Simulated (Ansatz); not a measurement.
## TlCoBr3 (cubic perovskite) (Pm-3m): how robust is the cRPA U?

Wanted: the sensitivity and cost of U and J for TlCoBr3 (cubic perovskite) (Pm-3m).

Main program and level: Ansatz 0.2.0; constrained RPA on PBEsol, plane waves, PAW.

This is a report of a sequence of runs, with most program output left out.

The structure was built from a prototype and need not be the compound's stable phase.

**1. Starting point**

It takes space group Pm-3m (No. 221, cubic). Conventional cell: a = 4.903 Å, b = 4.903 Å, c = 4.903 Å, α = 90.00°, β = 90.00°, γ = 90.00°. Tl has 12 Br at 3.47 Å nearest. Nearest to Co lie 6 Br at 2.45 Å. Nearest to Br lie 2 Co at 2.45 Å and 4 Tl at 3.47 Å. Farther neighbours and most contacts between anions are not listed.

The structure was relaxed with PBEsol. The structure type comes from a generator and need not be one that this composition takes. The structure was generated from a model, not taken from a measurement. The runs that relaxed it are not among those shown. The program's search for lower electronic states was switched off, so nothing shows that the state found is the lowest. Spin-orbit coupling is left out unless a step names it. The default PAW set here is soft_2. Its files were made with PBE.

**2. Base: Co d, bands v4 to c1, 4×4×4 mesh, medium accuracy**

Constrained RPA screens the interaction with every transition except those inside the target bands, which a later many-body model would treat itself.

Input file input.yaml:

```yaml
crystal:
  lattice:
    - [0.0, -4.90276825, 0.0]
    - [0.0, 0.0, 4.90276825]
    - [-4.90276825, 0.0, 0.0]
  atoms:
    - { symbol: Tl, position: [0.0, 0.0, 0.0] }
    - { symbol: Co, position: [0.5, 0.5, 0.5] }
    - { symbol: Br, position: [0.5, 0.5, 0.0] }
    - { symbol: Br, position: [0.5, 0.0, 0.5] }
    - { symbol: Br, position: [0.0, 0.5, 0.5] }
kpoints:
  mp_grid: { grid: [6, 6, 6] }
hamiltonian:
  xc: pbesol
scf:
  occupations: { method: gaussian, width: 0.08 }
  n_extra_bands: 19
  max_iter: 150
  lower_state_search: "off"
output:
  crpa:
    kmesh: [4, 4, 4]
    target_bands: [v4, c1]
    projections: [{ species: Co, l: d, shell: 3 }]
  local_orbitals:
    kmesh: [8, 8, 8]
    orbitals: [{ species: Co, l: d, shell: 3 }]
    window: { bands: [v4, c1] }
    seedname: lo
```

Command:

```
ansatz run input.yaml --threads 4 --pin off --max-ram 9216MiB --backend cpu --events-out ev --progress --plain --runs-dir out
```

It took 3 min on 4 threads of Arm Neoverse V1, shared host; peak memory 0.83 GiB.

Numbers from this step:

```
U                                                 : 3.212 eV
U prime (inter-orbital)                           : 2.317 eV
J                                                 : 0.4402 eV
bare V                                            : 17.62 eV
bare J                                            : 0.5664 eV
stated bound on U                                 : 0.004078 eV
U over bare V                                     : 0.1823
electrons in the window                           : 7.000
head of the constrained inverse dielectric matrix : 0.1769
least eigenvalue of the projection's overlap      : 0.5450
target functions                                  : 5
bands in the sums                                 : 54
r.m.s. miss of the model bands                    : 0.002111 eV
width of the target bands                         : 3.103 eV
weight of the projected orbitals in the window    : 0.7947
```

On the Co d shell, screening brings the on-site interaction from 17.6 eV down to U = 3.21 eV.

**3. Changed: 2×2×2 mesh**

input.yaml: that of step 2 with these lines changed.

```diff
@@ -22,9 +22,4 @@
   crpa:
-    kmesh: [4, 4, 4]
+    kmesh: [2, 2, 2]
     target_bands: [v4, c1]
     projections: [{ species: Co, l: d, shell: 3 }]
-  local_orbitals:
-    kmesh: [8, 8, 8]
-    orbitals: [{ species: Co, l: d, shell: 3 }]
-    window: { bands: [v4, c1] }
-    seedname: lo
```

It took 26 s on 4 threads; peak memory 0.69 GiB; 93 s of CPU time.

This step gave:

```yaml
u: 3.898 eV
u_prime_inter_orbital: 2.898 eV
j: 0.4928 eV
bare_v: 19.21 eV
bare_j: 0.6244 eV
stated_bound_on_u: 0.005145 eV
u_over_bare_v: 0.2029
electrons_in_the_window: 7.000
head_of_the_constrained_inverse_dielectric_matrix: 0.1352
least_eigenvalue_of_the_projection_s_overlap: 0.5450
target_functions: 5
bands_in_the_sums: 54
width_of_the_target_bands: 3.103 eV
weight_of_the_projected_orbitals_in_the_window: 0.7947
```

On the Co d shell, screening brings the on-site interaction from 19.2 eV down to U = 3.90 eV.

**4. Changed: smooth pair densities**

input.yaml: that of step 3 with these lines changed.

```diff
@@ -22,4 +22,5 @@
   crpa:
-    kmesh: [2, 2, 2]
+    kmesh: [4, 4, 4]
     target_bands: [v4, c1]
     projections: [{ species: Co, l: d, shell: 3 }]
+    pair_densities: pseudo
```

Elapsed: 2.6 min, on 4 threads; peak memory 0.72 GiB; 9.7 min of CPU time.

Numbers from this step:

- U: 3.257 eV
- U prime (inter-orbital): 2.309 eV
- J: 0.4688 eV
- bare V: 17.62 eV
- bare J: 0.5664 eV
- stated bound on U: 0.002479 eV
- U over bare V: 0.1849
- electrons in the window: 7.000
- head of the constrained inverse dielectric matrix: 0.1770
- least eigenvalue of the projection's overlap: 0.5450
- target functions: 5
- bands in the sums: 54
- width of the target bands: 3.103 eV
- weight of the projected orbitals in the window: 0.7947

On the Co d shell, screening brings the on-site interaction from 17.6 eV down to U = 3.26 eV.

**5. Changed: accuracy low**

input.yaml: that of step 4 with these lines changed.

```diff
@@ -25,2 +25,2 @@
     projections: [{ species: Co, l: d, shell: 3 }]
-    pair_densities: pseudo
+    accuracy: low
```

Wall time 1.7 min (4 threads); peak memory 0.76 GiB; 6.2 min of CPU time.

Numbers from this step:

| Quantity | Value |
| --- | --- |
| U | 3.214 eV |
| U prime (inter-orbital) | 2.320 eV |
| J | 0.4400 eV |
| bare V | 17.62 eV |
| bare J | 0.5664 eV |
| stated bound on U | 0.05147 eV |
| U over bare V | 0.1824 |
| electrons in the window | 7.000 |
| head of the constrained inverse dielectric matrix | 0.1768 |
| least eigenvalue of the projection's overlap | 0.5450 |
| target functions | 5 |
| bands in the sums | 54 |
| width of the target bands | 3.103 eV |
| weight of the projected orbitals in the window | 0.7947 |

On the Co d shell, screening brings the on-site interaction from 17.6 eV down to U = 3.21 eV.

**6. Changed: a hybrid parent, which the program doesn't serve**

This step: constrained RPA on HSE06, plane waves, PAW.

input.yaml: that of step 5 with these lines changed.

```diff
@@ -14,3 +14,3 @@
 hamiltonian:
-  xc: pbesol
+  xc: hse06
 scf:
@@ -25,2 +25 @@
     projections: [{ species: Co, l: d, shell: 3 }]
-    accuracy: low
```

Elapsed: 0.03 s, on 4 threads; peak memory 0.031 GiB.

The program refused the input before any cycle.

The program's message: “Error: output.crpa with hamiltonian.xc: <hybrid> — the cRPA pass is not lent the exchange term, and with exact exchange the velocity is complete only between two filled bands or a filled and an empty …”

The fault put into this input: a hybrid parent, which the program doesn't serve.

**7. Changed: potentials**

This step: constrained RPA on PBEsol, plane waves, PAW.

input.yaml: that of step 6 with these lines changed.

```diff
@@ -14,3 +14,4 @@
 hamiltonian:
-  xc: hse06
+  xc: pbesol
+  pseudopotentials: { kind: paw, source: ansatz }
 scf:
```

The job ended after 21 min (4 threads; peak memory 2.1 GiB).

Numbers from this step:

- U: 3.209 eV
- U prime (inter-orbital): 2.319 eV
- J: 0.4378 eV
- bare V: 17.62 eV
- bare J: 0.5663 eV
- stated bound on U: 0.003638 eV
- U over bare V: 0.1821
- electrons in the window: 7.000
- head of the constrained inverse dielectric matrix: 0.1771
- least eigenvalue of the projection's overlap: 0.5649
- target functions: 5
- bands in the sums: 92
- width of the target bands: 3.100 eV
- weight of the projected orbitals in the window: 0.8027

On the Co d shell, screening brings the on-site interaction from 17.6 eV down to U = 3.21 eV.

**8. Changed: volume +3 %**

The cell differs from the one that the last finished run ended in (a 4.903 → 4.951 Å, b 4.903 → 4.951 Å, c 4.903 → 4.951 Å).

input.yaml: that of step 7 with these lines changed.

```diff
@@ -2,5 +2,5 @@
   lattice:
-    - [0.0, -4.90276825, 0.0]
-    - [0.0, 0.0, 4.90276825]
-    - [-4.90276825, 0.0, 0.0]
+    - [0.0, -4.951313667, 0.0]
+    - [0.0, 0.0, 4.951313667]
+    - [-4.951313667, 0.0, 0.0]
   atoms:
@@ -15,3 +15,2 @@
   xc: pbesol
-  pseudopotentials: { kind: paw, source: ansatz }
 scf:
@@ -26 +25,6 @@
     projections: [{ species: Co, l: d, shell: 3 }]
+  local_orbitals:
+    kmesh: [8, 8, 8]
+    orbitals: [{ species: Co, l: d, shell: 3 }]
+    window: { bands: [v4, c1] }
+    seedname: lo
```

It took 3.6 min on 4 threads; peak memory 0.83 GiB.

This step gave:

```yaml
u: 3.260 eV
u_prime_inter_orbital: 2.352 eV
j: 0.4473 eV
bare_v: 17.82 eV
bare_j: 0.5749 eV
stated_bound_on_u: 0.004034 eV
u_over_bare_v: 0.1829
electrons_in_the_window: 7.000
head_of_the_constrained_inverse_dielectric_matrix: 0.1808
least_eigenvalue_of_the_projection_s_overlap: 0.5509
target_functions: 5
bands_in_the_sums: 54
r_m_s_miss_of_the_model_bands: 0.001874 eV
width_of_the_target_bands: 2.934 eV
weight_of_the_projected_orbitals_in_the_window: 0.8013
```

On the Co d shell, screening brings the on-site interaction from 17.8 eV down to U = 3.26 eV.

**9. Side by side**

Times are wall times on 4 threads of Arm Neoverse V1, shared host, good to a factor of about two.

```
                  run  bare V (eV)  U (eV)  J (eV)  bound on U (eV)  width (eV)     time
        target window        17.62   3.212   0.440           0.0041        3.10    3 min
           2×2×2 mesh        19.21   3.898   0.493           0.0051        3.10     26 s
smooth pair densities        17.62   3.257   0.469           0.0025        3.10  2.6 min
         accuracy low        17.62   3.214   0.440           0.0515        3.10  1.7 min
           potentials        17.62   3.209   0.438           0.0036        3.10   21 min
          volume +3 %        17.82   3.260   0.447           0.0040        2.93  3.6 min
```

**10. Results**

```yaml
target_window: U 3.21 eV, J 0.44 eV
2x2x2_mesh: U 3.90 eV, J 0.49 eV
smooth_pair_densities: U 3.26 eV, J 0.47 eV
accuracy_low: U 3.21 eV, J 0.44 eV
potentials: U 3.21 eV, J 0.44 eV
volume_plus_3: U 3.26 eV, J 0.45 eV
```

2×2×2 mesh moves U by +0.69 eV at 0.14 times the time. Smooth pair densities moves U by +0.05 eV. Accuracy low moves U by +0.003 eV (within the solver's bounds, for the mean over orbitals). Potentials moves U by −0.003 eV (within the solver's bounds, for the mean over orbitals) at 7.0 times the time. Volume +3 % moves U by +0.05 eV. The printed bound covers the solver alone, not the mesh, and no denser mesh than the base was run. The parent state is non-magnetic and the interaction static (zero frequency); U depends on the window and the orbitals, so it belongs to this model alone. Spin-orbit coupling, which is strong for atoms this heavy, is left out.

[Paths, hosts, dates, memory and timing lines, banners, echoed tables and standing remarks are left out of the program output.]

[Logs are printed without paths, hosts, clocks, repeated set-up lines and the standing remarks that a program may print on its own settings, such as how far it seeks lower states.]

[Runs of the session that timed out or met a known fault of the program may be left out.]

[Hosts, paths, dates, database ids (printed as entryN), source tags and the programs' standing remarks are cut or masked in the printed files.]
